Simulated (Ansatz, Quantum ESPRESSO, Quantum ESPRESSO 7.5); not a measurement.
## 1T-SnSe2, layer by layer

Wanted: polarisability and band edges of 1T-SnSe2, layer by layer.

Main program and level: Quantum ESPRESSO 7.5; plane-wave DFT, PBE, GBRV ultrasoft pseudopotentials (geometry by Ansatz 0.2.0 with PAW datasets; geometry under PBE and PBE-D3(BJ)).

## (1) The starting structure

The cell holds 3 atoms: 2 Se and 1 Sn. Cell: a = 3.870 Å, b = 3.870 Å, c = 19.110 Å, α = 90.0°, β = 90.0°, γ = 120.0°. It derives from SnSe2. Vacuum lies along c.

## (2) Geometry from Ansatz, 1 layer

The geometry comes first, from a plane-wave PAW code, so that the later runs on this slab share one structure.

input.yaml

```yaml
crystal:
  lattice:
    - [3.87, 0.0, 0.0]
    - [-1.935, 3.3515183126, 0.0]
    - [0.0, 0.0, 19.1104890429]
  atoms:
    - { symbol: Se, position: [0.6666666667, 0.3333333333, 0.4447819195] }
    - { symbol: Sn, position: [0.0, 0.0, 0.5] }
    - { symbol: Se, position: [0.3333333333, 0.6666666667, 0.5552180805] }
kpoints:
  mp_grid: { grid: [6, 6, 1] }
hamiltonian:
  xc: pbe
scf:
  occupations: { method: fermi_dirac, width: 0.05 }
  convergence: { dr2_threshold: 1.0e-08 }
efield:
  axis: 3
  dipole_correction: true
  ramp_position: 0.97
  ramp_width: 0.04
relax:
  f_tol: 0.01
  cell: { fix: [c, alpha, beta] }
output:
  write_potential: true
  write_density: true
  volumetric_format: npy
```

The run is started by

```bash
$ ansatz run input.yaml --threads 4 --pin off --max-ram 8192MiB --backend cpu --events-out ev --progress --plain --runs-dir out
```

Numbers of over 12 decimals in the logs are rounded to 6 here.

What it wrote:

```text
Warning: relax.cell: scf.convergence.dr2_threshold = 1e-8 eV is looser than the 3e-10 eV advised for a relaxation that steers and ends on the stress (1e-10 eV for each atom of the cell: 3). What an SCF threshold leaves in a stress goes as its square root, and in the free energy as the threshold itself, and one threshold admits the most on a small cell: [figures from the program's tests cut] Set scf.convergence.dr2_threshold to 3e-10 eV or tighter. The threshold is an SCF's pass mark: one that does not reach it within its budget of iterations ends unconverged, or closes short of it on a stop that the run arms, and scf.convergence.dr2_threshold's page says what that costs each kind of run
Engine: ansatz 0.2.0, aarch64-unknown-linux-gnu
Pseudopotentials: kind: paw
Pseudopotential: Se, paw, valence charge 16, recommended cutoff 420 eV (normal), Se.paw.azcp
Pseudopotential: Sn, paw, valence charge 14, recommended cutoff 420 eV (normal), Sn.paw.azcp
Functional definition: PBE
  parameter kappa = 0.804
  parameter beta = 0.066725
  exchange = pbe_x(kappa = kappa, mu = beta*pi^2/3)
  correlation = pbe_c(beta = beta)
Crystal: 3 atoms, lattice volume = 247.870 Å³
Basis set: ecut = 420 eV, 4911 PW (Γ), exchange–correlation on 54×54×256 points (8 copies of the dense FFT grid, shifted against one another)
Bands: 28, of which v1, the nominal top of the filled ones, is band 23 counted from 1 (22 counted from 0)
Symmetry: 6 space group operations
k-points: 7 of 36 (time reversal used)
Non-local potential: Se, projectors of the file, l = 0: 2, l = 1: 2, l = 2: 3, l = 3: 1
Non-local potential: Sn, projectors of the file, l = 0: 2, l = 1: 2, l = 2: 2, l = 3: 2
PAW form: soft (Blöchl's): semilocal exchange-correlation on the pseudo side does not see the compensation charge
PAW one-centre angular grid: Se, 590 points (default); XC on 64 Gauss nodes
PAW one-centre angular grid: Sn, 590 points (default); XC on 64 Gauss nodes
Initial density: superposition of atomic densities (neutral atoms: chi_scale 0, normalization atom), corrected by the library's trained network
Initial wavefunctions: pseudopotential atomic-orbital guess
Functional: x = pbe(κ = 0.804, μ = 0.219515), c = pbe(β = 0.066725)
SCF iter   1: F=—  HF=-16960.511497 eV  |F-HF|=—  |Δ(HF+E_count)|=         —  Δρ=2.02e-3  dr2=1.72e-2  ethr=1.77e-3  p=-0.000 e·Å  D=-1.81e-4 V/Å  ΔV_dip=0.00 eV  dr2_dipole=5.29e-8  V_vac-E_F(+/−)=5.48/5.48 eV  ⟨swp⟩=10.0  Hψ=1119  notcnv=0
efield: sawtooth ramp at fractional position 0.9700 (set: `efield.ramp_position`, or a place that a band, a saddle search or an elastic batch's reference lends), width 0.0400; the density the first Hamiltonian is built on has a dipole p = -0.000 e·Å; the dipole correction subtracts the counter field D = -1.81e-4 V/Å, which shifts the + side's vacuum level by +0.00 eV against the − side's; the planar-averaged density in the ramp window peaks in size at 2.7e-5 e/Å³
preconditioner: auto → Resta (q_TF=auto, 2.061 Å⁻¹)  ε∞=1.5  [insulator: Δε(μ)=0.831 eV  Ē_g=16.990 eV  σ=0.050 eV  W_gap=1.00  n_scr=42 (ndim 8)  ℏωp=12.0 eV  f_vac=0.707  D(μ)=0.00/eV (n_scr^D=0)  ε∞_Penn≈1.5  vacuum switching on, ρ_ref=2.1e-2 e/Å³]
SCF iter   2: F=—  HF=-16960.504456 eV  |F-HF|=—  |Δ(HF+E_count)|=   7.04e-3  Δρ=6.78e-4  dr2=1.06e-3  ethr=3.73e-5  p=-0.000 e·Å  D=-6.16e-5 V/Å  ΔV_dip=0.00 eV  dr2_dipole=5.56e-9  V_vac-E_F(+/−)=5.39/5.39 eV  ⟨swp⟩=3.3  Hψ=493  notcnv=0  defer=6
SCF iter   3: F=—  HF=-16960.504655 eV  |F-HF|=—  |Δ(HF+E_count)|=   1.99e-4  Δρ=2.27e-4  dr2=9.70e-5  ethr=2.29e-6  p=-0.000 e·Å  D=-8.93e-5 V/Å  ΔV_dip=0.00 eV  dr2_dipole=1.08e-7  V_vac-E_F(+/−)=5.39/5.38 eV  ⟨swp⟩=2.9  Hψ=388  notcnv=0  defer=6
SCF iter   4: F=—  HF=-16960.504722 eV  |F-HF|=—  |Δ(HF+E_count)|=   6.71e-5  Δρ=7.56e-5  dr2=2.55e-5  ethr=2.11e-7  p=0.000 e·Å  D=1.60e-4 V/Å  ΔV_dip=-0.00 eV  dr2_dipole=1.09e-6  V_vac-E_F(+/−)=5.40/5.40 eV  ⟨swp⟩=2.3  Hψ=366  notcnv=0  defer=6
SCF iter   5: F=—  HF=-16960.504720 eV  |F-HF|=—  |Δ(HF+E_count)|=   1.46e-6  Δρ=2.66e-5  dr2=8.89e-6  ethr=5.55e-8  p=-0.000 e·Å  D=-2.58e-4 V/Å  ΔV_dip=0.00 eV  dr2_dipole=1.98e-6  V_vac-E_F(+/−)=5.40/5.39 eV  ⟨swp⟩=2.1  Hψ=353  notcnv=0  defer=6
SCF iter   6: F=—  HF=-16960.504761 eV  |F-HF|=—  |Δ(HF+E_count)|=   4.10e-5  Δρ=1.52e-5  dr2=1.79e-6  ethr=1.93e-8  p=0.000 e·Å  D=8.86e-5 V/Å  ΔV_dip=-0.00 eV  dr2_dipole=3.52e-7  V_vac-E_F(+/−)=5.39/5.40 eV  ⟨swp⟩=2.1  Hψ=229  notcnv=0  defer=6
SCF iter   7: F=—  HF=-16960.504761 eV  |F-HF|=—  |Δ(HF+E_count)|=   5.81e-8  Δρ=5.96e-6  dr2=1.16e-7  ethr=3.90e-9  p=0.000 e·Å  D=6.43e-6 V/Å  ΔV_dip=-0.00 eV  dr2_dipole=1.08e-8  V_vac-E_F(+/−)=5.40/5.40 eV  ⟨swp⟩=2.0  Hψ=225  notcnv=0  defer=6
SCF iter   8: F=-16960.504761 eV  HF=-16960.504761 eV  |F-HF|=1.46e-9  |Δ(HF+E_count)|=   3.63e-8  Δρ=1.38e-6  dr2=9.00e-9  ethr=2.17e-11  p=-0.000 e·Å  D=-7.59e-6 V/Å  ΔV_dip=0.00 eV  dr2_dipole=1.35e-9  V_vac-E_F(+/−)=5.40/5.40 eV  ⟨swp⟩=8.3  Hψ=1377  notcnv=0
SCF 1 converged in 8 iterations: F = -16960.504761 eV  dr2 = 9.00e-9
  greatest PAW one-centre occupation: 1.000 electrons in one spin orbital (limit 2), on the Se atom at site 2 (counted from 0), in its partial waves of l = 2
relax step   1: F+E_penalty+E_count = -16960.50476125 eV  Δ(F+E_penalty+E_count) = +0.000e0 eV  max|allowed force component| = 5.268e0 eV/Å  Δτ_max = 0.0000 Å  P = +9.039 GPa  Ω = 247.870 Å³  fix = [c, alpha, beta]  reactions: c +7.189 GPa  (8 SCF iters, accepted)
Crystal: 3 atoms, lattice volume = 254.602 Å³
Basis set: ecut = 420 eV, 5043 PW (Γ), exchange–correlation on 54×54×256 points (8 copies of the dense FFT grid, shifted against one another)
Initial density: handed on by an earlier stage of this run
Initial wavefunctions: those handed on with the density
iter 1 solved again at ethr=1.67e-4 eV; its pass at ethr=3.10e-3 eV (dr2=7.69e-2 eV) is discarded
SCF iter   1: F=—  HF=-16962.405939 eV  |F-HF|=—  |Δ(HF+E_count)|=         —  Δρ=5.20e-3  dr2=7.50e-2  ethr=1.67e-4  p=0.000 e·Å  D=2.24e-5 V/Å  ΔV_dip=-0.00 eV  dr2_dipole=6.61e-9  V_vac-E_F(+/−)=5.35/5.35 eV  ⟨swp⟩=2.0  Hψ=1199  notcnv=0
[...]
relax step   4: F+E_penalty+E_count = -16963.35341442 eV  Δ(F+E_penalty+E_count) = -1.500e-1 eV  max|allowed force component| = 4.291e-1 eV/Å  Δτ_max = 0.2000 Å  P = -0.445 GPa  Ω = 246.918 Å³  energy of the carried Pulay correction = +1.125e-4 eV  fix = [c, alpha, beta]  reactions: c -0.907 GPa  (9 SCF iters, accepted)
[...]
relax step   5: F+E_penalty+E_count = -16963.37456226 eV  Δ(F+E_penalty+E_count) = -2.115e-2 eV  max|allowed force component| = 8.632e-3 eV/Å  Δτ_max = 0.0533 Å  P = -0.053 GPa  Ω = 249.132 Å³  energy of the carried Pulay correction = -1.484e-4 eV  fix = [c, alpha, beta]  reactions: c -0.009 GPa  (9 SCF iters, accepted)
[...]
relax step   6: F+E_penalty+E_count = -16963.37476363 eV  Δ(F+E_penalty+E_count) = -2.014e-4 eV  max|allowed force component| = 4.225e-3 eV/Å  Δτ_max = 0.0006 Å  P = -0.026 GPa  Ω = 248.690 Å³  energy of the carried Pulay correction = -9.652e-5 eV  fix = [c, alpha, beta]  reactions: c -0.000 GPa  (4 SCF iters, accepted)
Initial wavefunctions: pseudopotential atomic-orbital guess (no wavefunctions were taken with the density)
iter 1 solved again at ethr=7.86e-7 eV; its pass at ethr=3.10e-3 eV (dr2=3.61e-4 eV) is discarded
SCF iter   1: F=—  HF=-16963.373032 eV  |F-HF|=—  |Δ(HF+E_count)|=         —  Δρ=7.86e-5  dr2=3.32e-7  ethr=7.86e-7  p=-0.000 e·Å  D=-6.20e-6 V/Å  ΔV_dip=0.00 eV  dr2_dipole=6.65e-10  V_vac-E_F(+/−)=5.65/5.65 eV  ⟨swp⟩=3.0  Hψ=1415  notcnv=0
efield: sawtooth ramp at fractional position 0.9700 (set: `efield.ramp_position`, or a place that a band, a saddle search or an elastic batch's reference lends), width 0.0400; the density the first Hamiltonian is built on has a dipole p = -0.000 e·Å; the dipole correction subtracts the counter field D = -6.20e-6 V/Å, which shifts the + side's vacuum level by +0.00 eV against the − side's; the planar-averaged density in the ramp window peaks in size at 3.0e-6 e/Å³
eigensolver tolerance schedule: the retry pair's looser diagonalisation over-reported the residual by 1086.38 of it (diagonalisation noise at 0.38 of the residual, at the tolerance the schedule requests for it); recorded, not acted on — ethr = c·dr2/N_el stays at c = 1.0e-1
preconditioner: auto → Resta (q_TF=auto, 2.059 Å⁻¹)  ε∞=2.0  [insulator: Δε(μ)=0.804 eV  Ē_g=9.542 eV  σ=0.050 eV  W_gap=1.00  n_scr=42 (ndim 8)  ℏωp=9.4 eV  f_vac=0.662  D(μ)=0.00/eV (n_scr^D=0)  ε∞_Penn≈2.0  vacuum switching on, ρ_ref=6.6e-3 e/Å³]
SCF iter   2: F=—  HF=-16963.374171 eV  |F-HF|=—  |Δ(HF+E_count)|=   1.14e-3  Δρ=3.94e-5  dr2=9.19e-8  ethr=7.23e-10  p=0.000 e·Å  D=1.89e-6 V/Å  ΔV_dip=-0.00 eV  dr2_dipole=1.88e-9  V_vac-E_F(+/−)=5.65/5.65 eV  ⟨swp⟩=4.1  Hψ=498  notcnv=0
SCF iter   3: F=—  HF=-16963.374765 eV  |F-HF|=—  |Δ(HF+E_count)|=   5.95e-4  Δρ=6.15e-6  dr2=1.67e-7  ethr=2.00e-10  p=-0.000 e·Å  D=-2.91e-5 V/Å  ΔV_dip=0.00 eV  dr2_dipole=4.98e-8  V_vac-E_F(+/−)=5.65/5.65 eV  ⟨swp⟩=3.3  Hψ=300  notcnv=0  recentre
SCF iter   4: F=—  HF=-16963.374792 eV  |F-HF|=—  |Δ(HF+E_count)|=   2.68e-5  Δρ=2.34e-6  dr2=2.58e-8  ethr=2.00e-10  p=0.000 e·Å  D=6.93e-6 V/Å  ΔV_dip=-0.00 eV  dr2_dipole=7.47e-9  V_vac-E_F(+/−)=5.65/5.65 eV  ⟨swp⟩=2.3  Hψ=225  notcnv=0
SCF iter   5: F=-16963.374800 eV  HF=-16963.374800 eV  |F-HF|=4.77e-8  |Δ(HF+E_count)|=   8.25e-6  Δρ=3.67e-7  dr2=3.62e-10  ethr=2.17e-11  p=-0.000 e·Å  D=-3.31e-6 V/Å  ΔV_dip=0.00 eV  dr2_dipole=2.64e-12  V_vac-E_F(+/−)=5.65/5.65 eV  ⟨swp⟩=9.1  Hψ=1236  notcnv=0
SCF 7 converged in 5 iterations: F = -16963.374800 eV  dr2 = 3.62e-10
relax step   7: F+E_penalty+E_count = -16963.37480034 eV  Δ(F+E_penalty+E_count) = -3.671e-5 eV  max|allowed force component| = 4.225e-3 eV/Å  Δτ_max = 0.0000 Å  P = -0.034 GPa  Ω = 248.690 Å³  fix = [c, alpha, beta]  reactions: c -0.009 GPa  stress off target by 4.68e-2 GPa on what of the cell is left free  SCF on the basis re-selected at this cell (its energy is not comparable with the rows above)  (5 SCF iters)
basis re-selected at this cell: Δ(F+E_penalty+E_count) = -3.671e-5 eV, ΔP = -0.008 GPa vs the last step (what re-selecting the basis moved, of the pressure what is left beyond the Pulay correction that the steps carried, after the strain that the cell walked since its last selection, with what the two solves' SCF thresholds leave and, on support functions, any second-order correction that the steps lacked; it is no m [...]
WARN: The input density's exchange-correlation potential varies sharply where the density is thin. Do not read a vacuum level from v_tot or v_xc, or from such a field of the output density. On a cell that repeats whose density bears no net charge and no dipole along the vacuum's axis use v_es (v_loc + v_h of the components); under efield.dipole_correction with no amplitude use v_es + v_field, which holds any external [...]
SCF converged after 5 iterations
Free energy (F): -16963.374800 eV
Harris-Foulkes:  -16963.374800 eV  (|F-HF|=4.77e-8)
Internal energy: -16963.374728 eV  (E = F + TS)
E sigma→0 (E₀):  -16963.374764 eV
Entropy (-TS):   -0.000073 eV (-0.024 meV/atom)
Fermi energy:    -1.287329 eV
Dipole field:    D = -0.000001 V/Å  (p = -0.000002 e·Å, saw-weighted, corrected)
Work function:   Φ+ = 5.6467 eV   Φ− = 5.6467 eV
Levels:          The Fermi level and band energies are counted from a zero that moves with the ramp; work functions are not
--- Per-component energies (eV) ---
  E_band       = -1298.945943
  E_kinetic    = 422.903030
  E_local      = -31705.619745  (includes V_loc(G=0)·N_el)
  E_nonlocal   = -1222.413121
  E_hartree    = 15710.538753
  E_xc         = -588.732518
  E_vxc        = -289.806007  (∫ρ·V_xc dr)
  E_paw        = -7963.823596  (= ΣΔE_a)
  E_vpaw       = 74.911114  (= ΣTr[D̂ρ^β])
  E_aug_tail   = -0.001195  (compensation charges beyond the density's cutoff)
  E_efield     = 0.000000  (sawtooth field / dipole correction)
  E_vefield    = 0.000012  (∫n·V_field dr)
  E_ewald      = 8383.773665
  E_smearing   = -0.000073  (= −TS)
  E_closure    = 0.000000  (closes the sum)
  Σ components = -16963.374800   (vs F -16963.374800, Δ=0.00e0)
--- Forces (eV/Å), atoms counted from 1 ---
  atom   1  Se    -0.00000000    -0.00000000     0.00422271
  atom   2  Sn    -0.00000000    -0.00000000     0.00000232
  atom   3  Se     0.00000000     0.00000000    -0.00422526
  max |Σ_I F_I| component: 2.27e-7 eV/Å
--- Stress (GPa, compression-positive) ---
       -0.046825      -0.000000      -0.000000
       -0.000000      -0.046825      -0.000000
        0.000000      -0.000000      -0.008668
  P = ⅓ Tr σ = -0.0341 GPa (-0.341 kbar)
--- Band table (eV; the first three rows and the last of 7) ---
  k-point 0: bands = [... 19 lower, -2.1668, -2.1668, -1.7873, -1.7873, -0.2116, 1.3361, 2.8595, 2.8595, ... 1 higher]
  k-point 1: bands = [... 19 lower, -2.8771, -2.8063, -2.5447, -1.7088, 0.4479, 2.1082, 3.1647, 3.3866, ... 1 higher]
  k-point 2: bands = [... 19 lower, -3.8194, -3.5559, -2.3475, -1.8946, -0.4094, 2.4557, 3.7487, 3.9573, ... 1 higher]
  k-point 6: bands = [... 19 lower, -5.1891, -4.8106, -2.4608, -2.4607, 0.1172, 3.5893, 3.5893, 4.8311, ... 1 higher]
--- Relaxed structure (6 steps of the walk, 6 accepted, 1 SCFs on fresh bases) ---
  F+E_penalty+E_count = -16963.37480034 eV   max|allowed force component| = 4.225e-3 eV/Å   (the final SCF, on the basis selected at the relaxed cell)
  cell:  # Å, volume = 248.6902 Å³
    - [3.876396, 2.3669999380971036e-19, 0]
    - [-1.938198, 3.357057, 0]
    - [0, 0, 19.1104890429]
  atoms:
    - { symbol: Se, position: [0.666667, 0.333333, 0.416687] }
    - { symbol: Sn, position: [0, 0, 0.500000] }
    - { symbol: Se, position: [0.333333, 0.666667, 0.583313] }
```

Run time: 8.7 s. Hardware: 4 threads of Arm Neoverse V1, shared host; peak memory 0.54 GiB; 32 s of CPU time.

Relaxation path:

```tsv
step	energy less that of the first step (eV)	largest force component (eV/Å)	pressure (GPa)	volume (Å³)
1	0.0000	5.2682	9.04	247.87
2	-1.8825	3.0052	4.08	254.60
3	-2.6986	1.2390	1.33	253.50
4	-2.8487	0.4291	-0.44	246.92
5	-2.8698	0.0086	-0.05	249.13
6	-2.8700	0.0042	-0.03	248.69
7*	-2.8700	0.0042	-0.03	248.69
```

Relaxation steps marked * repeat the geometry before them on a plane-wave basis chosen anew for their cell, so energy and pressure can jump there.

Forces are held to the 6 operations that the run works with; a distortion that breaks them can't arise in this run.

```tsv
cell as run	before	after	change
a (Å)	3.870	3.876	+0.2 %
b (Å)	3.870	3.876	+0.2 %
```

The atoms that moved most (Å, along periodic axes as changes of fractional coordinates times the final cell, across vacuum about the mean position):

```tsv
atom	dx	dy	dz	length
Se1	0.000	0.000	-0.537	0.537
Se3	0.000	0.000	0.537	0.537
```

Final coordinates:

```xyz
3
Lattice="3.8764 0.0000 0.0000 -1.9382 3.3571 0.0000 0.0000 0.0000 19.1105" Properties=species:S:1:pos:R:3
Se    1.9382    1.1190    7.9631
Sn    0.0000    0.0000    9.5552
Se    0.0000    2.2380   11.1474
```

Numbers from this step:

```
free energy                                                      : -16963.3748 eV
Fermi energy                                                     : -1.287 eV
gap by band count                                                : 0.8038 eV
symmetry operations                                              : 6
dipole along the normal                                          : -1.86e-6 e·Å
vacuum level at the upper face over a Fermi level inside the gap : 5.647 eV
vacuum level at the lower face over a Fermi level inside the gap : 5.647 eV
```

(Continued in part 2 of 8.)

[Logs are printed without paths, hosts, clocks, repeated set-up lines and the standing remarks that a program may print on its own settings, such as how far it seeks lower states.]

[Hosts, paths, dates, database ids (printed as entryN), source tags and the programs' standing remarks are cut or masked in the printed files.]

[Maps of the electrostatic potential energy from Ansatz leave out the sawtooth potential of an applied field or a dipole correction, so their vacuum need not be flat; planar profiles and work functions include it.]
